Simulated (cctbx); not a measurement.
**Ti2TlFe3: solution and refinement**

Cell a = 5.1530 Å, b = 5.1530 Å, c = 8.4910 Å, α = 90.00°, β = 90.00°, γ = 120.00°; space group P6_3/mmc (no. 194); content Tl2 Fe6 Ti4.

The data are simulated with cctbx, not measured: Cu Kα, λ = 1.54184 Å, to d = 0.8 Å, 70 % of the full sphere, strongest reflection 5000 counts, noise from counting, a 2 % proportional error and a noise floor of 4 counts (s.d.); no absorption, and some extinction, which the refinements don't model.

Charge flipping in P1 on plain amplitudes to 0.8 Å, δ = 0.9 σ, 20 % of the reflections treated as weak, 200 cycles:

```text
cycle      R  skewness
    0  0.549     0.28
   16  0.400     1.83
   32  0.390     2.22
   48  0.409     2.30
   64  0.389     2.45
   80  0.386     3.10
   96  0.370     6.33
  112  0.305     6.93
  128  0.301     6.61
  144  0.294     6.64
  160  0.304     6.54
  176  0.303     6.55
  192  0.297     6.47
origin shift          correlation  skewness
-0.013 -0.001  0.454      0.869      6.47
-0.015 -0.004  0.200      0.866      6.90
 0.317  0.660  0.220      0.843      2.47
 0.315  0.658  0.469      0.839      2.73
taken: symmetry correlation 0.866, skewness 6.90
peak      x       y       z  mult  height/sigma
Q1    0.0000  0.0000  0.0000    2     20.1
Q2    0.1686  0.3371  0.7500    6      6.6
Q3    0.3333  0.6667  0.0792    4      6.6
Q4    0.0000  0.0000  0.1423    4      2.7
Q5    0.1735  0.3471  0.2500    6      2.2
Q6    0.0000  0.0000  0.2500    2      1.9
Q7    0.1288  0.2576  0.5195   12      1.4
Q8    0.0262  0.3604  0.5871   24      1.3
```

The origin is taken among those within 0.04 of the best correlation, by the skewness of the map.

Run time: 0.65 s on 1 thread of Arm Neoverse V1, on a shared host, peak memory 0.07 GiB.

Q: Assign the peaks.

Heights go roughly as Z and multiplicities must add up to the content. First model: Q1 = Tl1 (2 in the cell, height 20.1), Q2 = Fe1 (6 in the cell, height 6.6) and Q3 = Ti1 (4 in the cell, height 6.6). Against the true structure, Q1 is Tl, Q2 is Fe and Q3 is Ti; the other peaks are not atoms.

Least squares on F², isotropic:

```text
Rint 0.034, 99 unique reflections to 0.80 A
cycle     R1     wR2    GooF  max shift (A)
   1  0.1720  0.3675  21.592   0.17707
   2  0.0177  0.0353   2.076   0.00015
final R1 0.0177 wR2 0.0353 GooF 2.076  parameters 5  data/parameter 19.8
atom        x        y        z      Ueq    occ   su(xyz)  su(Uiso or U11)
Tl1    0.00000  0.00000  0.00000   0.0042  1.000  0.00000  0.0002
Fe1    0.16954  0.33909  0.75000   0.0045  1.000  0.00038  0.0003
Ti1    0.33333  0.66667  0.05836   0.0033  1.000  0.00023  0.0004
difference map: max 1.22 min -3.08 rms 0.31
Q1    0.0000  0.0000  0.0000    2    1.24  0.00 A from Tl1
Q2    0.0733  0.1467  0.1136   12    1.16  1.17 A from Tl1
Q3    0.1833  0.5916  0.0998   12    0.94  0.76 A from Ti1
Q4    0.0000  0.0000  0.2500    2    0.74  1.51 A from Fe1
Q5    0.2216  0.6108  0.1836   12    0.63  1.17 A from Ti1
```

Anisotropic refinement:

```text
Rint 0.034, 99 unique reflections to 0.80 A
cycle     R1     wR2    GooF  max shift (A)
   1  0.0177  0.0353   2.122   0.00043
   2  0.0136  0.0259   1.557   0.00000
final R1 0.0136 wR2 0.0259 GooF 1.557  parameters 9  data/parameter 11.0
atom        x        y        z      Ueq    occ   su(xyz)  su(Uiso or U11)
Tl1    0.00000  0.00000  0.00000   0.0041  1.000  0.00000  0.0002
Fe1    0.16950  0.33899  0.75000   0.0044  1.000  0.00029  0.0004
Ti1    0.33333  0.66667  0.05841   0.0034  1.000  0.00017  0.0004
difference map: max 0.96 min -1.56 rms 0.26
Q1    0.0806  0.1613  0.1263   12    0.96  1.29 A from Tl1
Q2    0.1772  0.5886  0.1015   12    0.90  0.79 A from Ti1
Q3    0.2517  0.5033  0.6124   12    0.70  1.38 A from Fe1
Q4    0.0000  0.0000  0.2119    4    0.58  1.55 A from Fe1
Q5    0.2109  0.6054  0.1823   12    0.55  1.19 A from Ti1
Q6    0.2004  0.4007  0.1085   12    0.50  1.26 A from Ti1
```

**Reading.** The refinement ends at R1 = 0.0136, wR2 = 0.0259, GooF = 1.56, with difference density between -1.56 and 0.96 e/Å³. Every site matches the true model in element, within 0.001 Å r.m.s., up to an allowed shift of origin.

True model:

```csv
atom,mult.,x,y,z,Ueq (Å²)
Tl1,2,0,0,1/2,0.0048
Fe1,6,0.6613,0.8306,3/4,0.0049
Ti1,4,2/3,1/3,0.9415,0.0040
```

This is a model crystal, built by substitution and not relaxed, with assumed displacement parameters.

[Middle refinement cycles are left out of these outputs.]

[Logs are printed without paths, hosts, clocks, repeated set-up lines and the standing remarks that a program may print on its own settings, such as how far it seeks lower states.]
